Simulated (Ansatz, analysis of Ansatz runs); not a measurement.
# GdClO (P4/nmm): a line between two O sites for an added hole, part 2 of 3

Question: does an added hole stay on the O atom where it is started in GdClO (P4/nmm), and if so, how high is the barrier for a hop to another O site nearby? Model: a cell of 48 host atoms.

Ansatz 0.2.0; plane-wave PAW DFT, PBEsol+U; relaxation of all atoms of a supercell at fixed charge in a uniform background; PAW set soft_1.

So far. Step 2 (The cell without the carrier): The largest displacement from an ideal site is 0.017 Å.

### Step 3. The hole on the first site

The nearest neighbour or neighbours of the site start displaced and the site's starting moment is changed by the carrier's spin, since a carrier doesn't trap itself in the undistorted lattice.

Contents of A.relax/input.yaml:

```yaml
crystal:
  lattice:
    - [7.85696959, 0.0, 0.0]
    - [0.0, 7.85696959, 0.0]
    - [0.0, 0.0, 13.26117039]
  atoms:
    - { symbol: Gd, position: [0.000745, 0.250236, 0.412577], spin: 7.0 }
    - { symbol: Gd, position: [0.250659, 0.000698, 0.087159], spin: -7.0 }
    - { symbol: Cl, position: [0.250422, 0.00022, 0.311981] }
    - { symbol: Cl, position: [0.001112, 0.251269, 0.187742] }
    - { symbol: O, position: [0.00068, 0.000609, -9.8e-05] }
    - { symbol: O, position: [0.250656, 0.250625, -0.000307] }
    - { symbol: Gd, position: [0.000592, 0.250542, 0.912472], spin: 7.0 }
    - { symbol: Gd, position: [0.250875, 0.000372, 0.587285], spin: -7.0 }
    - { symbol: Cl, position: [0.250861, 0.000142, 0.81194] }
    - { symbol: Cl, position: [0.001254, 0.25047, 0.687798] }
    - { symbol: O, position: [0.000898, 0.00031, 0.499999] }
    - { symbol: O, position: [0.250821, 0.250292, 0.499831] }
    - { symbol: Gd, position: [0.000889, 0.750309, 0.412639], spin: 7.0 }
    - { symbol: Gd, position: [0.250603, 0.500552, 0.087153], spin: -7.0 }
    - { symbol: Cl, position: [0.251329, 0.500919, 0.312052] }
    - { symbol: Cl, position: [0.000534, 0.749993, 0.187811] }
    - { symbol: O, position: [0.000695, 0.500592, -0.00025] }
    - { symbol: O, position: [0.250669, 0.750628, -8.6e-05] }
    - { symbol: Gd, position: [0.000794, 0.750574, 0.912502], spin: 7.0 }
    - { symbol: Gd, position: [0.228765, 0.500211, 0.594879], spin: -7.0 }
    - { symbol: Cl, position: [0.251017, 0.500807, 0.811956] }
    - { symbol: Cl, position: [0.000687, 0.750392, 0.687828] }
    - { symbol: O, position: [0.000784, 0.500266, 0.4999] }
    - { symbol: O, position: [0.250862, 0.750316, 0.500047] }
    - { symbol: Gd, position: [0.500898, 0.22824, 0.405035], spin: 7.0 }
    - { symbol: Gd, position: [0.75059, 0.000627, 0.087155], spin: -7.0 }
    - { symbol: Cl, position: [0.751223, 0.00093, 0.311914] }
    - { symbol: Cl, position: [0.500465, 0.250377, 0.187699] }
    - { symbol: O, position: [0.500649, 0.000699, -0.000202] }
    - { symbol: O, position: [0.750688, 0.250684, -6.6e-05] }
    - { symbol: Gd, position: [0.50073, 0.250715, 0.912499], spin: 7.0 }
    - { symbol: Gd, position: [0.75088, 0.000113, 0.587298], spin: -7.0 }
    - { symbol: Cl, position: [0.751017, 0.000755, 0.812027] }
    - { symbol: Cl, position: [0.50062, 0.250359, 0.687781] }
    - { symbol: O, position: [0.500878, 0.000229, 0.499903] }
    - { symbol: O, position: [0.750873, 0.250225, 0.500064] }
    - { symbol: Gd, position: [0.500773, 0.772167, 0.405002], spin: 7.0 }
    - { symbol: Gd, position: [0.750703, 0.500791, 0.087169], spin: -7.0 }
    - { symbol: Cl, position: [0.750306, 0.500315, 0.312079] }
    - { symbol: Cl, position: [0.501037, 0.750888, 0.187726] }
    - { symbol: O, position: [0.500673, 0.500686, -0.000132] }
    - { symbol: O, position: [0.750715, 0.75071, -0.000286] }
    - { symbol: Gd, position: [0.500618, 0.750689, 0.912486], spin: 7.0 }
    - { symbol: Gd, position: [0.772866, 0.500238, 0.594967], spin: -7.0 }
    - { symbol: Cl, position: [0.750832, 0.500151, 0.812047] }
    - { symbol: Cl, position: [0.501251, 0.750621, 0.687828] }
    - { symbol: O, position: [0.500857, 0.500255, 0.500065], spin: 1.0 }
    - { symbol: O, position: [0.750865, 0.750239, 0.499892] }
total_charge: 1
basis:
  ecutwfc: 420
  xc_grid: 2
hamiltonian:
  xc: pbesol
  hubbard:
    sites: [{ species: Gd, l: f, u_eff: 6.0 }, { species: O, l: p, u_eff: 5.0 }]
    projectors: ortho-atomic
  pseudopotentials: { kind: paw, azcp: { folder: soft_1 }, xc_functional: pbe }
kpoints:
  mp_grid: { grid: [1, 1, 1] }
magnetization:
  spin_polarized: true
  initial_magnetization: 1
  spin_locking: { lock_magnetization: hard }
scf:
  occupations: { method: fermi_dirac, width: 0.01 }
  max_iter: 120
  lower_state_search: "off"
output:
  forces: true
relax:
  f_tol: 0.015
  max_steps: 70
  escape_saddle: false
checkpoint:
  write: "../A.relax.run"
  compress: false
  write_wavefunctions: true
  write_every: 100000
```

The run is started by

```
$ ansatz run input.yaml --threads 4 --pin off --max-ram 17899MiB --backend cpu --events-out ev --progress --plain --runs-dir out
```

Numbers of over 12 decimals in the logs are rounded to 6 here.

What it wrote:

```text
[...]
Crystal: 48 atoms, lattice volume = 818.638 Å³
Basis set: ecut = 420 eV, 15981 PW (Γ), exchange–correlation on 108×108×180 points (8 copies of the dense FFT grid, shifted against one another)
Bands: 298, of which v1, the nominal top of the filled ones, is band 248 counted from 1 (247 counted from 0)
Symmetry: 1 space group operations
[...]
k-points: 1
[...]
Starting moments: Σ|m| = 113 μB on 17 of 48 sites
[...]
SCF iter   1: F=—  HF=-173644.187902 eV  |F-HF|=—  |Δ(HF+E_count)|=         —  Δρ=1.97e-1 (↑1.95e-1 ↓1.97e-1)  dr2=2.61e2  dr2_m=2.67e2  M=1.000 μB ∫|m|=111.534 μB  β_m=0.30  ethr=3.10e-3  ⟨swp⟩=5.0  Hψ=2086  notcnv=0
[...]
spin=Collinear: Kerker preconditioning applied to the charge; magnetization (m = ρ↑ − ρ↓) channel mixes plain (no charge-response kernel on spin).
SCF iter   2: F=—  HF=-173659.628457 eV  |F-HF|=—  |Δ(HF+E_count)|=    1.54e1  Δρ=1.57e-1 (↑1.57e-1 ↓1.56e-1)  dr2=5.70e1  dr2_m=1.78e2  M=1.000 μB ∫|m|=116.444 μB  β_m=0.65  ethr=3.10e-3  ⟨swp⟩=6.0  Hψ=1403  notcnv=0  defer=5
[...]
SCF iter  15: F=-173676.792264 eV  HF=-173676.792265 eV  |F-HF|=6.08e-7  |Δ(HF+E_count)|=   2.44e-6  Δρ=8.44e-6 (↑7.65e-6 ↓8.44e-6)  dr2=1.94e-6  dr2_m=4.24e-8  M=1.000 μB ∫|m|=114.341 μB  ethr=1.14e-9  ⟨swp⟩=5.0  Hψ=2387  notcnv=0
SCF 1, on 298 bands, converged in 15 iterations: F = -173676.792264 eV; the run's SCF on all bands comes behind
[...]
Bands: 334, of which v1, the nominal top of the filled ones, is band 248 counted from 1 (247 counted from 0)
[...]
SCF iter   2: F=-173676.792265 eV  HF=-173676.792265 eV  |F-HF|=3.48e-8  |Δ(HF+E_count)|=   1.17e-7  Δρ=5.34e-6 (↑4.43e-6 ↓5.34e-6)  dr2=8.65e-7  dr2_m=2.64e-8  M=1.000 μB ∫|m|=114.341 μB  ethr=3.91e-10  ⟨swp⟩=4.0  Hψ=2160  notcnv=0
SCF 2 converged in 2 iterations: F = -173676.792265 eV  dr2 = 8.65e-7
relax step   1: F+E_penalty+E_count = -173676.79226458 eV  Δ(F+E_penalty+E_count) = +0.000e0 eV  max|allowed force component| = 1.622e0 eV/Å  Δτ_max = 0.0000 Å  (17 SCF iters, dr2 threshold 5.63e-6 eV, accepted)
[...]
relax step   2: F+E_penalty+E_count = -173676.86484609 eV  Δ(F+E_penalty+E_count) = -7.258e-2 eV  max|allowed force component| = 1.369e0 eV/Å  Δτ_max = 0.1956 Å  (7 SCF iters, dr2 threshold 1.00e-4 eV, accepted)
relax step   3: F+E_penalty+E_count = -173677.23261187 eV  Δ(F+E_penalty+E_count) = -3.678e-1 eV  max|allowed force component| = 3.078e-1 eV/Å  Δτ_max = 0.0766 Å  (7 SCF iters, dr2 threshold 1.00e-4 eV, accepted)
relax step   4: F+E_penalty+E_count = -173677.24697306 eV  Δ(F+E_penalty+E_count) = -1.436e-2 eV  max|allowed force component| = 6.993e-2 eV/Å  Δτ_max = 0.0218 Å  (6 SCF iters, dr2 threshold 5.92e-6 eV, accepted)
relax step   5: F+E_penalty+E_count = -173677.24973352 eV  Δ(F+E_penalty+E_count) = -2.760e-3 eV  max|allowed force component| = 4.503e-2 eV/Å  Δτ_max = 0.0079 Å  (6 SCF iters, dr2 threshold 3.06e-7 eV, accepted)
relax step   6: F+E_penalty+E_count = -173677.25260167 eV  Δ(F+E_penalty+E_count) = -2.868e-3 eV  max|allowed force component| = 2.301e-2 eV/Å  Δτ_max = 0.0202 Å  (7 SCF iters, accepted)
relax step   7: F+E_penalty+E_count = -173677.25499336 eV  Δ(F+E_penalty+E_count) = -2.392e-3 eV  max|allowed force component| = 4.357e-2 eV/Å  Δτ_max = 0.0225 Å  (8 SCF iters, accepted)
relax step   8: F+E_penalty+E_count = -173677.25675435 eV  Δ(F+E_penalty+E_count) = -1.761e-3 eV  max|allowed force component| = 3.592e-2 eV/Å  Δτ_max = 0.0229 Å  (6 SCF iters, dr2 threshold 4.96e-7 eV, accepted)
relax step   9: F+E_penalty+E_count = -173677.25700530 eV  Δ(F+E_penalty+E_count) = -2.509e-4 eV  max|allowed force component| = 2.747e-2 eV/Å  Δτ_max = 0.0139 Å  (6 SCF iters, dr2 threshold 8.77e-7 eV, accepted)
relax step  10: F+E_penalty+E_count = -173677.25727146 eV  Δ(F+E_penalty+E_count) = -2.662e-4 eV  max|allowed force component| = 1.228e-2 eV/Å  Δτ_max = 0.0064 Å  (6 SCF iters, dr2 threshold 4.41e-7 eV, accepted)
[...]
SCF iter   2: F=-173677.257271 eV  HF=-173677.257271 eV  |F-HF|=4.37e-9  |Δ(HF+E_count)|=   1.92e-9  Δρ=1.07e-6 (↑1.01e-6 ↓1.07e-6)  dr2=2.99e-8  dr2_m=2.90e-9  M=1.000 μB ∫|m|=114.351 μB  ethr=9.92e-12  ⟨swp⟩=3.5  Hψ=1613  notcnv=0
SCF 12 converged in 2 iterations: F = -173677.257271 eV  dr2 = 2.99e-8
relax step  11: F+E_penalty+E_count = -173677.25727147 eV  Δ(F+E_penalty+E_count) = -7.974e-9 eV  max|allowed force component| = 1.229e-2 eV/Å  Δτ_max = 0.0000 Å  (2 SCF iters, accepted)
NSCF: frozen V_eff on 1 k-points
[...]
SCF converged after 2 iterations
Magnetization: 1.0000 μB (248.0000 up, 247.0000 down)
Absolute magnetization: 114.3686 μB (∫|ρ↑−ρ↓|, with the PAW one-centre terms)
[...]
Per-site moments (μB) at R_I (Å): [(6.859696, 0.943923), (-6.854036, 0.938471), (-0.00763408, 1.210973), [... 45 left out ...]
Free energy (F): -173677.257271 eV
[...]
Internal energy: -173677.257271 eV  (E = F + TS)
E sigma→0 (E₀):  -173677.257271 eV
Fermi energy:    9.449998 (↑ 11.236217, ↓ 9.446326) eV
[...]
--- Forces (eV/Å), atoms counted from 1 ---
  atom   1  Gd    -0.00012428    -0.00500527    -0.00475291
  atom   2  Gd     0.00477034     0.00023143     0.01056876
  [... 9 atoms left out ...]
  atom  12  O      0.00256439     0.00549160     0.00063029
  [... 10 atoms left out ...]
  atom  23  O     -0.00005023     0.00005313     0.00034332
  [... 1 atom left out ...]
  atom  25  Gd     0.00040887     0.00194138     0.00013186
  [... 8 atoms left out ...]
  atom  34  Cl     0.00000624     0.00053259     0.00591833
  atom  35  O      0.00002021     0.00005359     0.00573557
  atom  36  O     -0.00237597     0.00530497     0.00045230
  [... 2 atoms left out ...]
  atom  39  Cl     0.00022939    -0.00007715     0.00287051
  [... 4 atoms left out ...]
  atom  44  Gd     0.00081436     0.00023056    -0.01222432
  [... 2 atoms left out ...]
  atom  47  O     -0.00012518     0.00000920    -0.00859771
  atom  48  O     -0.00259701    -0.00538596     0.00070825
  max |Σ_I F_I| component: 4.91e-5 eV/Å
--- Band table (eV) ---
[...]
Occupation matrices written to <dir>
--- Relaxed structure (11 steps of the walk, 11 accepted, 0 SCFs on fresh bases) ---
  F+E_penalty+E_count = -173677.25727147 eV   max|allowed force component| = 1.229e-2 eV/Å
  atoms:
    - { symbol: Gd, position: [0.000815, 0.254537, 0.413424] }
    - { symbol: Gd, position: [0.249173, 0.000487, 0.086496] }
    [... 9 atoms left out ...]
    - { symbol: O, position: [0.255930, 0.256799, 0.500514] }
    [... 10 atoms left out ...]
    - { symbol: O, position: [0.000798, 0.500473, 0.505856] }
    [... 1 atom left out ...]
    - { symbol: Gd, position: [0.500837, 0.238406, 0.405675] }
    [... 8 atoms left out ...]
    - { symbol: Cl, position: [0.500778, 0.264029, 0.685609] }
    - { symbol: O, position: [0.500800, 0.000474, 0.500632] }
    - { symbol: O, position: [0.745739, 0.256718, 0.500525] }
    [... 2 atoms left out ...]
    - { symbol: Cl, position: [0.757794, 0.500450, 0.313956] }
    [... 4 atoms left out ...]
    - { symbol: Gd, position: [0.758814, 0.500440, 0.595752] }
    [... 2 atoms left out ...]
    - { symbol: O, position: [0.500849, 0.500474, 0.486789] }
    - { symbol: O, position: [0.745690, 0.744171, 0.500508] }
```

It took 2.8 min on 4 threads of Arm Neoverse V2, shared host; peak memory 1.8 GiB; 11 min of CPU time.

The steps of the relaxation:

```
step  energy less that of the first step (eV)  largest force component (eV/Å)
   1                                   0.0000                          1.6218
   2                                  -0.0726                          1.3688
   3                                  -0.4403                          0.3078
   4                                  -0.4547                          0.0699
   5                                  -0.4575                          0.0450
   6                                  -0.4603                          0.0230
   7                                  -0.4627                          0.0436
   8                                  -0.4645                          0.0359
   9                                  -0.4647                          0.0275
  10                                  -0.4650                          0.0123
  11                                  -0.4650                          0.0123
```

The atoms that moved most (Å):

```
atom      dx      dy      dz  length
 O47   0.000   0.002  -0.176   0.176
Cl46  -0.003  -0.108  -0.029   0.112
Cl34   0.001   0.107  -0.029   0.111
Gd44  -0.110   0.002   0.010   0.111
Gd20   0.110   0.002   0.012   0.111
Gd25   0.000   0.080   0.008   0.080
 O23   0.000   0.002   0.079   0.079
Gd37   0.000  -0.076   0.009   0.076
```

The moves above count from the input, in which the site's nearest neighbours were already displaced; the distances below compare with the cell without the carrier.

Distances from O47 without and with the hole:

```
atom  without (Å)  with (Å)
Gd20         2.28      2.49
Gd44         2.28      2.49
Gd37         2.28      2.32
Gd25         2.28      2.32
 O48         2.78      2.72
 O12         2.78      2.72
 O36         2.78      2.72
 O24         2.78      2.72
```

The largest changes of the moments are 0.74 μB on O47, 0.04 μB on O12 and 0.04 μB on O48. The largest part sits on the chosen site.

### Step 4. The hole on the second site

The same start is made on the second site, to get the end of the hop.

Contents of B.relax/input.yaml:

```yaml
crystal:
  lattice:
    - [7.85696959, 0.0, 0.0]
    - [0.0, 7.85696959, 0.0]
    - [0.0, 0.0, 13.26117039]
  atoms:
    - { symbol: Gd, position: [0.022764, 0.250236, 0.404961], spin: 7.0 }
    - { symbol: Gd, position: [0.250659, 0.000698, 0.087159], spin: -7.0 }
[... 22 atom lines left out ...]
    - { symbol: Gd, position: [0.478879, 0.250258, 0.405035], spin: 7.0 }
[... 8 atom lines left out ...]
    - { symbol: Cl, position: [0.50062, 0.250359, 0.687781] }
[... 1 atom line left out ...]
    - { symbol: O, position: [0.750873, 0.250225, 0.500064], spin: 1.0 }
[... 2 atom lines left out ...]
    - { symbol: Cl, position: [0.750306, 0.500315, 0.312079] }
[... 4 atom lines left out ...]
    - { symbol: Gd, position: [0.750847, 0.522257, 0.594967], spin: -7.0 }
[... 2 atom lines left out ...]
    - { symbol: O, position: [0.500857, 0.500255, 0.500065] }
    - { symbol: O, position: [0.750865, 0.750239, 0.499892] }
total_charge: 1
basis:
  ecutwfc: 420
  xc_grid: 2
hamiltonian:
  xc: pbesol
  hubbard:
    sites: [{ species: Gd, l: f, u_eff: 6.0 }, { species: O, l: p, u_eff: 5.0 }]
    projectors: ortho-atomic
  pseudopotentials: { kind: paw, azcp: { folder: soft_1 }, xc_functional: pbe }
kpoints:
  mp_grid: { grid: [1, 1, 1] }
magnetization:
  spin_polarized: true
  initial_magnetization: 1
  spin_locking: { lock_magnetization: hard }
scf:
  occupations: { method: fermi_dirac, width: 0.01 }
  max_iter: 120
  lower_state_search: "off"
output:
  forces: true
relax:
  f_tol: 0.015
  max_steps: 70
  escape_saddle: false
checkpoint:
  write: "../B.relax.run"
  compress: false
  write_wavefunctions: true
  write_every: 100000
```

What it wrote:

```text
[...]
Crystal: 48 atoms, lattice volume = 818.638 Å³
Basis set: ecut = 420 eV, 15981 PW (Γ), exchange–correlation on 108×108×180 points (8 copies of the dense FFT grid, shifted against one another)
Bands: 298, of which v1, the nominal top of the filled ones, is band 248 counted from 1 (247 counted from 0)
Symmetry: 1 space group operations
[...]
k-points: 1
[...]
Starting moments: Σ|m| = 113 μB on 17 of 48 sites
[...]
SCF iter   1: F=—  HF=-173644.183901 eV  |F-HF|=—  |Δ(HF+E_count)|=         —  Δρ=1.97e-1 (↑1.95e-1 ↓1.97e-1)  dr2=2.60e2  dr2_m=2.67e2  M=1.000 μB ∫|m|=111.549 μB  β_m=0.30  ethr=3.10e-3  ⟨swp⟩=5.5  Hψ=2132  notcnv=0
[...]
--- Relaxed structure (11 steps of the walk, 11 accepted, 0 SCFs on fresh bases) ---
  F+E_penalty+E_count = -173677.25730896 eV   max|allowed force component| = 9.999e-3 eV/Å
  atoms:
    - { symbol: Gd, position: [0.012851, 0.250875, 0.405649] }
    - { symbol: Gd, position: [0.250760, -0.001099, 0.086504] }
    [... 9 atoms left out ...]
    - { symbol: O, position: [0.250797, 0.250468, 0.500597] }
    [... 10 atoms left out ...]
    - { symbol: O, position: [-0.005205, 0.495620, 0.500569] }
    [... 1 atom left out ...]
    - { symbol: Gd, position: [0.488742, 0.250050, 0.405649] }
    [... 8 atoms left out ...]
    - { symbol: Cl, position: [0.514329, 0.250590, 0.685616] }
    - { symbol: O, position: [0.506742, 0.005267, 0.500556] }
    - { symbol: O, position: [0.750795, 0.250354, 0.486785] }
    [... 2 atoms left out ...]
    - { symbol: Cl, position: [0.751051, 0.507469, 0.313928] }
    [... 4 atoms left out ...]
    - { symbol: Gd, position: [0.751108, 0.508534, 0.595748] }
    [... 2 atoms left out ...]
    - { symbol: O, position: [0.507417, 0.495070, 0.500453] }
    - { symbol: O, position: [0.750797, 0.750477, 0.505815] }
[key lines of the parts left out:]
SCF converged after 3 iterations
Magnetization: 1.0000 μB (248.0000 up, 247.0000 down)
Free energy (F): -173677.257309 eV
Fermi energy:    9.449796 (↑ 11.236269, ↓ 9.446135) eV
```

Wall time 2.7 min (4 threads); peak memory 1.8 GiB.

Distances from O36 without and with the hole:

```
atom  without (Å)  with (Å)
Gd44         2.28      2.49
Gd32         2.28      2.49
 Gd1         2.28      2.32
Gd25         2.28      2.32
 O11         2.78      2.72
 O47         2.78      2.72
 O35         2.78      2.72
 O23         2.78      2.72
```

The largest changes of the moments are 0.74 μB on O36, 0.05 μB on O47 and 0.05 μB on O11. The largest part sits on the chosen site.

[end of part 2 of 3]

[Logs are printed without paths, hosts, clocks, repeated set-up lines and the standing remarks that a program may print on its own settings, such as how far it seeks lower states.]

[Hosts, paths, dates, database ids (printed as entryN), source tags and the programs' standing remarks are cut or masked in the printed files.]
